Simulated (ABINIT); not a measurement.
# KRb2ScF6 (Fm-3m): G0W0 with ABINIT, start to end, part 2 of 3

Wanted: ground state, empty states, screening and self-energy for KRb2ScF6 (Fm-3m).

ABINIT 10.8.3; LDA and many-body steps on it, plane waves. Known limits of the many-body steps: not at the basis limit; no spin-orbit coupling; coarse k mesh.

So far. Step 2 (Ground state): The gap is direct, at Γ.

### Step 3. Bands along the symmetry lines

Level of this step: DFT, LDA, plane waves, norm-conserving pseudopotentials (ABINIT).

The cheap functional maps the bands first; the places of the edges decide which points the dearer methods must see.

Contents of run.abi:

```
acell 3*1.0 Angstrom
rprim 
  0.000000000000 4.509500000000 4.509500000000
  4.509500000000 0.000000000000 4.509500000000
  4.509500000000 4.509500000000 0.000000000000
ntypat 4
znucl 19 37 21 9
natom 10
typat 1 2 2 3 4 4 4 4 4 4
xred 
  0.500000000000 0.500000000000 0.500000000000
  0.250000000000 0.250000000000 0.250000000000
  0.750000000000 0.750000000000 0.750000000000
  0.000000000000 -0.000000000000 0.000000000000
  0.780000000000 0.220000000000 0.220000000000
  0.220000000000 0.780000000000 0.220000000000
  0.220000000000 0.780000000000 0.780000000000
  0.780000000000 0.220000000000 0.780000000000
  0.220000000000 0.220000000000 0.780000000000
  0.780000000000 0.780000000000 0.220000000000
pp_dirpath "pseudos"
pseudos "K.upf, Rb.upf, Sc.upf, F.upf"
ecut 36
iscf -2
irdden 1
kptopt 0
nkpt 26
kpt 
  0.00000000 0.00000000 0.00000000
  0.12500000 0.00000000 0.12500000
  0.25000000 0.00000000 0.25000000
  0.37500000 0.00000000 0.37500000
  0.50000000 0.00000000 0.50000000
  0.53125000 0.06250000 0.53125000
  0.56250000 0.12500000 0.56250000
  0.59375000 0.18750000 0.59375000
  0.62500000 0.25000000 0.62500000
  0.37500000 0.37500000 0.75000000
  0.28125000 0.28125000 0.56250000
  0.18750000 0.18750000 0.37500000
  0.09375000 0.09375000 0.18750000
  0.00000000 0.00000000 0.00000000
  0.12500000 0.12500000 0.12500000
  0.25000000 0.25000000 0.25000000
  0.37500000 0.37500000 0.37500000
  0.50000000 0.50000000 0.50000000
  0.50000000 0.43750000 0.56250000
  0.50000000 0.37500000 0.62500000
  0.50000000 0.31250000 0.68750000
  0.50000000 0.25000000 0.75000000
  0.50000000 0.18750000 0.68750000
  0.50000000 0.12500000 0.62500000
  0.50000000 0.06250000 0.56250000
  0.50000000 0.00000000 0.50000000
istwfk *1
nband 47
nbdbuf 2
tolwfr 1e-08
nstep 40
prtwf 0
prtvol 0
indata_prefix "in"
outdata_prefix "out"
tmpdata_prefix "tmp"
```

Launch:

```bash
> OMP_NUM_THREADS=1 mpirun -n 8 abinit run.abi > log
```

Numbers of over 12 decimals in the logs are rounded to 6 here.

Log:

```text
.Version 10.8.3 of ABINIT. v10.8.2 released Aug 2026.

 Symmetries : space group Fm -3 m (#225); Bravais cF (face-center cubic)
[... echo of the input left out ...]
== DATASET  1 ==================================================================
-   mpi_nproc: 8, omp_nthreads: 1 (-1 if OMP is not activated)

--- !DatasetInfo
iteration_state: {dtset: 1, }
dimensions: {natom: 10, nkpt: 26, mband: 47, nsppol: 1, nspinor: 1, nspden: 1, mpw: 12785, }
cutoff_energies: {ecut:  36.0, pawecutdg:  -1.0, }
electrons: {nelect:   8.00000000E+01, charge:   0.00000000E+00, occopt:   1.00000000E+00, tsmear:   1.00000000E-02, }

 Real(R)+Recip(G) space primitive vectors, cartesian coordinates (Bohr,Bohr^-1):
 R(1)=  0.0000000  8.5217200  8.5217200  G(1)= -0.0586736  0.0586736  0.0586736
 R(2)=  8.5217200  0.0000000  8.5217200  G(2)=  0.0586736 -0.0586736  0.0586736
 R(3)=  8.5217200  8.5217200  0.0000000  G(3)=  0.0586736  0.0586736 -0.0586736
 Unit cell volume ucvol=  1.2376897E+03 bohr^3
 Angles (23,13,12)=  6.00000000E+01  6.00000000E+01  6.00000000E+01 degrees

 getcut: wavevector=  0.0000  0.0000  0.0000  ngfft=  72  72  72
         ecut(hartree)=     36.000   => boxcut(ratio)=   2.21194

 getcut : COMMENT -
  Note that boxcut > 2.2 ; recall that boxcut=Gcut(box)/Gcut(sphere) = 2
  is sufficient for exact treatment of convolution.
  Such a large boxcut is a waste : you could raise ecut
  e.g. ecut=   44.034213 Hartrees makes boxcut=2

--- Pseudopotential description ------------------------------------------------
- K Generated using ONCVPSP code by D. R. Hamann
- 19.00000   9.00000  180309                  znucl, zion, pspdat
12 -1012 2 -1 2170                            pspcod,pspxc,lmax,lloc,mmax
     nproj     2     2     2
  pspatm : epsatm=    8.21740868
         --- l  ekb(1:nproj) -->
             0   10.940065    0.829722
             1    4.437415    0.568178
             2   -3.386874   -1.066382
 pspatm: atomic psp has been read  and splines computed

- Rb Generated using ONCVPSP code by D. R. Hamann
- 37.00000   9.00000  180309                  znucl, zion, pspdat
12 -1012 2 -1 2226                            pspcod,pspxc,lmax,lloc,mmax
     nproj     2     2     2
  pspatm : epsatm=   34.43095479
         --- l  ekb(1:nproj) -->
[...]
pspatm: atomic psp has been read  and splines computed

- Sc Generated using ONCVPSP code by D. R. Hamann
- 21.00000  11.00000  180309                  znucl, zion, pspdat
12 -1012 2 -1 1622                            pspcod,pspxc,lmax,lloc,mmax
     nproj     2     2     2
  pspatm : epsatm=   13.66101860
         --- l  ekb(1:nproj) -->
[...]
pspatm: atomic psp has been read  and splines computed

- F Generated using ONCVPSP code by D. R. Hamann
-  9.00000   7.00000  201202                  znucl, zion, pspdat
12 -1012 2 -1 824                             pspcod,pspxc,lmax,lloc,mmax
[...]
iteration_state: {dtset: 1, }
comment   : Summary of ground state results
lattice_vectors:
- [  0.0000000,   8.5217200,   8.5217200, ]
- [  8.5217200,   0.0000000,   8.5217200, ]
- [  8.5217200,   8.5217200,   0.0000000, ]
lattice_lengths: [  12.05153,   12.05153,   12.05153, ]
lattice_angles: [ 60.000,  60.000,  60.000, ] # degrees, (23, 13, 12)
lattice_volume:   1.2376897E+03
convergence: {deltae:  0.000E+00, res2:  0.000E+00, residm:  9.985E-09, diffor:  0.000E+00, }
etotal    :  -2.80668688E+02
entropy   :   0.00000000E+00
fermie    :  -5.38820450E-02
cartesian_stress_tensor: null
pressure_GPa: null
xred      :
- [  5.0000E-01,   5.0000E-01,   5.0000E-01,  K]
- [  2.5000E-01,   2.5000E-01,   2.5000E-01, Rb]
- [  7.5000E-01,   7.5000E-01,   7.5000E-01, Rb]
- [  0.0000E+00,   0.0000E+00,   0.0000E+00, Sc]
- [  7.8000E-01,   2.2000E-01,   2.2000E-01,  F]
- [  2.2000E-01,   7.8000E-01,   2.2000E-01,  F]
- [  2.2000E-01,   7.8000E-01,   7.8000E-01,  F]
- [  7.8000E-01,   2.2000E-01,   7.8000E-01,  F]
- [  2.2000E-01,   2.2000E-01,   7.8000E-01,  F]
- [  7.8000E-01,   7.8000E-01,   2.2000E-01,  F]
cartesian_forces: null
force_length_stats: {min: null, max: null, mean: null, }

 Integrated electronic density in atomic spheres:
 ------------------------------------------------
 Atom  Sphere_radius  Integrated_density
[...]
================================================================================

 ----iterations are completed or convergence reached----

 Mean square residual over all n,k,spin=   67.358E-10; max=  99.855E-10
 reduced coordinates (array xred) for   10 atoms
[...]
0.220000000000      0.220000000000      0.780000000000
       0.780000000000      0.780000000000      0.220000000000

 cartesian coordinates (angstrom) at end:
    1      4.509500     4.509500     4.509500
    2      2.254750     2.254750     2.254750
    3      6.764250     6.764250     6.764250
[...]
9      4.509500     4.509500     1.984180
   10      4.509500     4.509500     7.034820
 length scales=  1.889726125908  1.889726125908  1.889726125908 bohr
              =  1.000000000000  1.000000000000  1.000000000000 angstroms
 prteigrs : about to open file out_EIG
 Eigenvalues (hartree) for nkpt=  26  k points:
 kpt#   1, nband= 47, wtk=  1.00000, kpt=  0.0000  0.0000  0.0000 (reduced coord)
[...]
kpt#   2, nband= 47, wtk=  1.00000, kpt=  0.1250  0.0000  0.1250 (reduced coord)
[...]
kpt#   3, nband= 47, wtk=  1.00000, kpt=  0.2500  0.0000  0.2500 (reduced coord)
[...]
kpt#  25, nband= 47, wtk=  1.00000, kpt=  0.5000  0.0625  0.5625 (reduced coord)
[...]
0.22377    0.22890    0.22909    0.24833    0.26791    0.28146    0.29983
 kpt#  26, nband= 47, wtk=  1.00000, kpt=  0.5000  0.0000  0.5000 (reduced coord)
[...]
-0.11818   -0.11751   -0.10589   -0.10589   -0.09260   -0.09055   -0.09055   -0.07604
  -0.07293   -0.07293   -0.06872   -0.06350   -0.06350   -0.06311   -0.06311   -0.05425
   0.22352    0.22909    0.22909    0.24689    0.26729    0.28256    0.29947

== END DATASET(S) ==============================================================
================================================================================

 -outvars: echo values of variables after computation  --------
            nband          47
             nkpt          26
          spgroup         225
 [... the other variables as echoed above ...]

 Calculation completed.
```

The job ended after 4.8 min (8 MPI ranks of Intel Xeon Platinum 8259CL at 2.50GHz (Skylake/Cascade Lake), shared host; peak memory 1.1 GiB; 37 min of CPU time).

Numbers from this step:

- gap: 6.248 eV
- k of the valence top: 0, 0, 0
- k of the conduction bottom: 0, 0, 0
- least direct gap: 6.248 eV

The gap is 6.248 eV, as in the run before at this level.

Electronic bands along the path, in eV, zero at the top of the highest filled band:

```csv
point,band 37,band 38,band 39,band 40,band 41,band 42,band 43,band 44
Γ,-0.21,0.00,0.00,0.00,6.25,7.51,7.51,7.51
halfway,-0.24,-0.11,-0.11,-0.01,7.03,7.53,7.62,7.62
X,-0.26,-0.25,-0.25,-0.01,7.55,7.70,7.70,8.18
halfway,-0.28,-0.24,-0.24,-0.02,7.56,7.69,7.70,8.26
U,-0.33,-0.21,-0.19,-0.05,7.59,7.68,7.68,8.48
jump to K,-0.33,-0.21,-0.19,-0.05,7.59,7.68,7.68,8.48
halfway,-0.26,-0.09,-0.07,-0.05,7.13,7.58,7.59,7.61
Γ,-0.21,0.00,0.00,0.00,6.25,7.51,7.51,7.51
halfway,-0.30,-0.06,-0.06,-0.04,6.86,7.57,7.57,7.58
L,-0.38,-0.11,-0.11,-0.09,7.63,7.63,7.63,8.19
halfway,-0.37,-0.17,-0.11,-0.10,7.63,7.63,7.67,8.37
W,-0.33,-0.25,-0.10,-0.10,7.63,7.63,7.70,8.70
halfway,-0.28,-0.25,-0.20,-0.03,7.57,7.68,7.70,8.34
X,-0.26,-0.25,-0.25,-0.01,7.55,7.70,7.70,8.18
```

### Step 4. Empty states on the mesh, 2×2×2 mesh, 289 bands

The sums over transitions need many empty states on a uniform mesh; this step solves for them.

Contents of run.abi:

```
acell 3*1.0 Angstrom
rprim 
  0.000000000000 4.509500000000 4.509500000000
  4.509500000000 0.000000000000 4.509500000000
  4.509500000000 4.509500000000 0.000000000000
ntypat 4
znucl 19 37 21 9
natom 10
typat 1 2 2 3 4 4 4 4 4 4
xred 
  0.500000000000 0.500000000000 0.500000000000
  0.250000000000 0.250000000000 0.250000000000
  0.750000000000 0.750000000000 0.750000000000
  0.000000000000 -0.000000000000 0.000000000000
  0.780000000000 0.220000000000 0.220000000000
  0.220000000000 0.780000000000 0.220000000000
  0.220000000000 0.780000000000 0.780000000000
  0.780000000000 0.220000000000 0.780000000000
  0.220000000000 0.220000000000 0.780000000000
  0.780000000000 0.780000000000 0.220000000000
pp_dirpath "pseudos"
pseudos "K.upf, Rb.upf, Sc.upf, F.upf"
ecut 36
ngkpt 2 2 2
nshiftk 1
shiftk 0 0 0
kptopt 1
chksymbreak 0
iscf -2
irdden 1
istwfk *1
nband 289
nbdbuf 26
tolwfr 1e-09
nstep 60
prtvol 0
indata_prefix "in"
outdata_prefix "out"
tmpdata_prefix "tmp"
```

Launch:

```bash
> OMP_NUM_THREADS=2 mpirun -n 3 abinit run.abi > log
```

Log:

```text
.Version 10.8.3 of ABINIT. v10.8.2 released Aug 2026.

 Symmetries : space group Fm -3 m (#225); Bravais cF (face-center cubic)
[... echo of the input left out ...]
== DATASET  1 ==================================================================
-   mpi_nproc: 3, omp_nthreads: 2 (-1 if OMP is not activated)

--- !DatasetInfo
iteration_state: {dtset: 1, }
dimensions: {natom: 10, nkpt: 3, mband: 289, nsppol: 1, nspinor: 1, nspden: 1, mpw: 12776, }
cutoff_energies: {ecut:  36.0, pawecutdg:  -1.0, }
electrons: {nelect:   8.00000000E+01, charge:   0.00000000E+00, occopt:   1.00000000E+00, tsmear:   1.00000000E-02, }

 Real(R)+Recip(G) space primitive vectors, cartesian coordinates (Bohr,Bohr^-1):
 R(1)=  0.0000000  8.5217200  8.5217200  G(1)= -0.0586736  0.0586736  0.0586736
 R(2)=  8.5217200  0.0000000  8.5217200  G(2)=  0.0586736 -0.0586736  0.0586736
 R(3)=  8.5217200  8.5217200  0.0000000  G(3)=  0.0586736  0.0586736 -0.0586736
 Unit cell volume ucvol=  1.2376897E+03 bohr^3
 Angles (23,13,12)=  6.00000000E+01  6.00000000E+01  6.00000000E+01 degrees

 getcut: wavevector=  0.0000  0.0000  0.0000  ngfft=  72  72  72
         ecut(hartree)=     36.000   => boxcut(ratio)=   2.21194

 getcut : COMMENT -
  Note that boxcut > 2.2 ; recall that boxcut=Gcut(box)/Gcut(sphere) = 2
  is sufficient for exact treatment of convolution.
  Such a large boxcut is a waste : you could raise ecut
  e.g. ecut=   44.034213 Hartrees makes boxcut=2

--- Pseudopotential description ------------------------------------------------
- K Generated using ONCVPSP code by D. R. Hamann
- 19.00000   9.00000  180309                  znucl, zion, pspdat
12 -1012 2 -1 2170                            pspcod,pspxc,lmax,lloc,mmax
     nproj     2     2     2
  pspatm : epsatm=    8.21740868
         --- l  ekb(1:nproj) -->
             0   10.940065    0.829722
             1    4.437415    0.568178
             2   -3.386874   -1.066382
 pspatm: atomic psp has been read  and splines computed

- Rb Generated using ONCVPSP code by D. R. Hamann
- 37.00000   9.00000  180309                  znucl, zion, pspdat
12 -1012 2 -1 2226                            pspcod,pspxc,lmax,lloc,mmax
     nproj     2     2     2
  pspatm : epsatm=   34.43095479
         --- l  ekb(1:nproj) -->
[...]
pspatm: atomic psp has been read  and splines computed

- Sc Generated using ONCVPSP code by D. R. Hamann
- 21.00000  11.00000  180309                  znucl, zion, pspdat
12 -1012 2 -1 1622                            pspcod,pspxc,lmax,lloc,mmax
     nproj     2     2     2
  pspatm : epsatm=   13.66101860
         --- l  ekb(1:nproj) -->
[...]
pspatm: atomic psp has been read  and splines computed

- F Generated using ONCVPSP code by D. R. Hamann
-  9.00000   7.00000  201202                  znucl, zion, pspdat
12 -1012 2 -1 824                             pspcod,pspxc,lmax,lloc,mmax
[...]
5.99E-04
 -1.6929E+00 -9.6486E-01 -9.3350E-01 -9.3350E-01 -9.3350E-01 -8.9313E-01
 -8.9211E-01 -7.5060E-01 -7.4485E-01 -7.4485E-01 -7.2661E-01 -7.2661E-01
 -7.2661E-01 -3.6876E-01 -3.6876E-01 -3.6876E-01 -3.1337E-01 -3.1337E-01
[...]
2.3478E+00  2.3478E+00  2.3478E+00  2.3747E+00  2.3747E+00  2.3747E+00
  2.4158E+00  2.4158E+00  2.4458E+00  2.4459E+00  2.4477E+00  2.4658E+00
  2.4787E+00
 prteigrs : prtvol=0 or 1, do not print more k-points.

--- !ResultsGS
iteration_state: {dtset: 1, }
comment   : Summary of ground state results
lattice_vectors:
- [  0.0000000,   8.5217200,   8.5217200, ]
- [  8.5217200,   0.0000000,   8.5217200, ]
- [  8.5217200,   8.5217200,   0.0000000, ]
lattice_lengths: [  12.05153,   12.05153,   12.05153, ]
lattice_angles: [ 60.000,  60.000,  60.000, ] # degrees, (23, 13, 12)
lattice_volume:   1.2376897E+03
convergence: {deltae:  0.000E+00, res2:  0.000E+00, residm:  9.968E-10, diffor:  0.000E+00, }
etotal    :  -2.80668688E+02
entropy   :   0.00000000E+00
fermie    :  -5.38820450E-02
cartesian_stress_tensor: null
pressure_GPa: null
xred      :
- [  5.0000E-01,   5.0000E-01,   5.0000E-01,  K]
- [  2.5000E-01,   2.5000E-01,   2.5000E-01, Rb]
- [  7.5000E-01,   7.5000E-01,   7.5000E-01, Rb]
- [  0.0000E+00,   0.0000E+00,   0.0000E+00, Sc]
- [  7.8000E-01,   2.2000E-01,   2.2000E-01,  F]
- [  2.2000E-01,   7.8000E-01,   2.2000E-01,  F]
- [  2.2000E-01,   7.8000E-01,   7.8000E-01,  F]
- [  7.8000E-01,   2.2000E-01,   7.8000E-01,  F]
- [  2.2000E-01,   2.2000E-01,   7.8000E-01,  F]
- [  7.8000E-01,   7.8000E-01,   2.2000E-01,  F]
cartesian_forces: null
force_length_stats: {min: null, max: null, mean: null, }

 Integrated electronic density in atomic spheres:
 ------------------------------------------------
 Atom  Sphere_radius  Integrated_density
[...]
================================================================================

 ----iterations are completed or convergence reached----

 Mean square residual over all n,k,spin=   49.740E-11; max=  99.676E-11
 reduced coordinates (array xred) for   10 atoms
[...]
0.220000000000      0.220000000000      0.780000000000
       0.780000000000      0.780000000000      0.220000000000

 cartesian coordinates (angstrom) at end:
    1      4.509500     4.509500     4.509500
    2      2.254750     2.254750     2.254750
    3      6.764250     6.764250     6.764250
[...]
9      4.509500     4.509500     1.984180
   10      4.509500     4.509500     7.034820
 length scales=  1.889726125908  1.889726125908  1.889726125908 bohr
              =  1.000000000000  1.000000000000  1.000000000000 angstroms
 prteigrs : about to open file out_EIG
 Eigenvalues (hartree) for nkpt=   3  k points:
 kpt#   1, nband=289, wtk=  0.12500, kpt=  0.0000  0.0000  0.0000 (reduced coord)
[...]
2.32170    2.33234    2.33234    2.33812    2.34781    2.34781    2.34781    2.37472
   2.37472    2.37472    2.41581    2.41583    2.44577    2.44594    2.44774    2.46582
   2.47866
 prteigrs : prtvol=0 or 1, do not print more k-points.

== END DATASET(S) ==============================================================
================================================================================

 -outvars: echo values of variables after computation  --------
            nband         289
             nkpt           3
          spgroup         225
 [... the other variables as echoed above ...]

 Calculation completed.
```

Elapsed: 5.9 min, on 3 MPI ranks; peak memory 0.56 GiB.

Numbers from this step:

- gap: 6.248 eV
- k of the valence top: 0, 0, 0
- k of the conduction bottom: 0, 0, 0
- least direct gap: 6.248 eV
- k points computed: 3
- lowest point of the top converged band, above the valence top: 63.5854 eV

On this mesh the gap is 6.248 eV.

### Step 5. Screening, 2×2×2 mesh, 263 bands, screening to 130.6 eV

The RPA dielectric matrix is built and inverted for each q.

This step: RPA screening on LDA, plane waves, norm-conserving pseudopotentials.

Edit run.abi of step 4 so:

```diff
@@ -28,10 +28,11 @@
 chksymbreak 0
-iscf -2
-irdden 1
 istwfk *1
-nband 289
-nbdbuf 26
-tolwfr 1e-09
-nstep 60
-prtvol 0
+occopt 1
+irdwfk 1
+optdriver 3
+nband 263
+ecuteps 4.8
+inclvkb 2
+awtr 1
+symchi 1
 indata_prefix "in"
```

Launch:

```bash
> OMP_NUM_THREADS=1 mpirun -n 8 abinit run.abi > log
```

Log:

```text
.Version 10.8.3 of ABINIT. v10.8.2 released Aug 2026.

 Symmetries : space group Fm -3 m (#225); Bravais cF (face-center cubic)
[... echo of the input left out ...]
== DATASET  1 ==================================================================
-   mpi_nproc: 8, omp_nthreads: 1 (-1 if OMP is not activated)

--- !DatasetInfo
iteration_state: {dtset: 1, }
dimensions: {natom: 10, nkpt: 3, mband: 263, nsppol: 1, nspinor: 1, nspden: 1, mpw: 12776, }
cutoff_energies: {ecut:  36.0, pawecutdg:  -1.0, }
electrons: {nelect:   8.00000000E+01, charge:   0.00000000E+00, occopt:   1.00000000E+00, tsmear:   1.00000000E-02, }

 SCREENING: Calculation of the susceptibility and dielectric matrices

 Based on a program developped by R.W. Godby, V. Olevano, G. Onida, and L. Reining.
 Incorporated in ABINIT by V. Olevano, G.-M. Rignanese, and M. Torrent.
.Using double precision arithmetic ; gwpc =  8

[... cell and pseudopotentials left out ...]
--------------------------------------------------------------------------------

 ==== K-mesh for the wavefunctions ====
 Number of points in the irreducible wedge :     3
[... list of points left out ...]
 Together with 48 symmetry operations and time-reversal symmetry
 yields     8 points in the full Brillouin Zone.

 ==== Q-mesh for the screening function ====
 Number of points in the irreducible wedge :     3
[... list of points left out ...]
 Together with 48 symmetry operations and time-reversal symmetry
 yields     8 points in the full Brillouin Zone.

 setmesh: FFT mesh size selected  =    45x   45x   45
          total number of points  =        91125

 vcoul_init : cutoff-mode = AUXILIARY_FUNCTION
 q-points for optical limit:   1
     1)      0.000010    0.000020    0.000030

- screening: taking advantage of time-reversal symmetry
- Maximum band index for partially occupied states nbvw = 40
- Remaining bands to be divided among processors   nbcw = 223
- Number of bands treated by each node ~27

 Number of electrons calculated from density =   80.0000; Expected =   80.0000
 average of density, n =  0.064637
 r_s =    1.5458
 omega_plasma =   24.5242 [eV]

 calculating chi0 at frequencies [eV] :
  1    0.000000E+00    0.000000E+00
  2    0.000000E+00    2.452419E+01

--------------------------------------------------------------------------------
  q-point number  1        q = ( 0.000000, 0.000000, 0.000000) [r.l.u.]
--------------------------------------------------------------------------------
[... chi0 elements left out ...]
 For q-point:  0.000010 0.000020 0.000030
  dielectric constant =   2.0829
  dielectric constant without local fields =   2.3162

  Average fulfillment of the sum rule on Im[epsilon] for q-point    1 :     58.25  [%]
[... wings left out ...]
  q-point number  2        q = ( 0.500000, 0.000000, 0.000000) [r.l.u.]
--------------------------------------------------------------------------------
[... chi0 elements left out ...]
  Average fulfillment of the sum rule on Im[epsilon] for q-point    2 :     62.15  [%]

 [... 1 further q-points ...]
```

It took 2.3 min on 8 MPI ranks; peak memory 4.8 GiB; 19 min of CPU time.

This step gave:

```
ε∞ with local fields, on this mesh, along the program's q direction : 2.083
the same without local fields                                       : 2.316
plasma frequency                                                    : 24.52 eV
plane waves in the screening matrix                                 : 609
```

Local fields lower ε∞ by 10 %. On a Γ-centred mesh this coarse the value itself is usually too large, while a short band sum pulls it down.

(Part 2 of 3 ends here.)

[Paths, hosts, dates, memory and timing lines, banners, echoed tables and standing remarks are left out of the program output.]

[Logs are printed without paths, hosts, clocks, repeated set-up lines and the standing remarks that a program may print on its own settings, such as how far it seeks lower states.]

[Runs of the session that timed out or met a known fault of the program may be left out.]

[Hosts, paths, dates, database ids (printed as entryN), source tags and the programs' standing remarks are cut or masked in the printed files.]

[G0W0 gaps are taken among the corrected bands and points alone; a level outside them can change the order at an edge.]

[Where Ansatz stands beside ABINIT at settings called matched, ABINIT's density can come from a denser mesh and the files from another edition; pairs whose starting gaps differed by over 0.03 eV were left out, so agreement reads better than it is.]
